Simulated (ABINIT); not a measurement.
An input for ABINIT 10.8.3 (Al2O3 (Corundum)):

```
acell 3*1.0 Angstrom
rprim 
  2.380249999995 1.374237978213 4.331866666707
  -2.380249999995 1.374237978213 4.331866666707
  -0.000000000000 -2.748475956495 4.331866666685
ntypat 2
znucl 13 8
natom 10
typat 1 1 1 1 2 2 2 2 2 2
xred 
  0.352160000000 0.352160000000 0.352160000000
  0.147840000000 0.147840000000 0.147840000000
  0.647840000000 0.647840000000 0.647840000000
  0.852160000000 0.852160000000 0.852160000000
  0.556680000000 0.943320000000 0.250000000000
  0.250000000000 0.556680000000 0.943320000000
  0.943320000000 0.250000000000 0.556680000000
  0.443320000000 0.056680000000 0.750000000000
  0.750000000000 0.443320000000 0.056680000000
  0.056680000000 0.750000000000 0.443320000000
pp_dirpath "pseudos"
pseudos "Al.upf, O.upf"
ecut 36
ngkpt 2 2 2
nshiftk 1
shiftk 0 0 0
kptopt 1
chksymbreak 0
iscf -2
irdden 1
istwfk *1
nband 170
nbdbuf 14
tolwfr 1e-09
nstep 60
prtvol 0
indata_prefix "in"
outdata_prefix "out"
tmpdata_prefix "tmp"
```

```sh
OMP_NUM_THREADS=2 mpirun -n 4 abinit run.abi > log
```

Question: How long will it take on 4 MPI ranks of Intel Xeon 6975P-C (Granite Rapids), shared host, and how much memory?

It took 46 s; on shared hardware allow 23 s to 91 s. Peak host memory was 0.45 GiB.

[Paths, hosts, dates, memory and timing lines, banners, echoed tables and standing remarks are left out of the program output.]

[Logs are printed without paths, hosts, clocks, repeated set-up lines and the standing remarks that a program may print on its own settings, such as how far it seeks lower states.]

[Runs of the session that timed out or met a known fault of the program may be left out.]

[No measured gap is set beside runs whose start may be inverted or whose files or cutoffs have a known fault.]

[Hosts, paths, dates, database ids (printed as entryN), source tags and the programs' standing remarks are cut or masked in the printed files.]

[G0W0 gaps are taken among the corrected bands and points alone; a level outside them can change the order at an edge.]

[Where Ansatz stands beside ABINIT at settings called matched, ABINIT's density can come from a denser mesh and the files from another edition; pairs whose starting gaps differed by over 0.03 eV were left out, so agreement reads better than it is.]
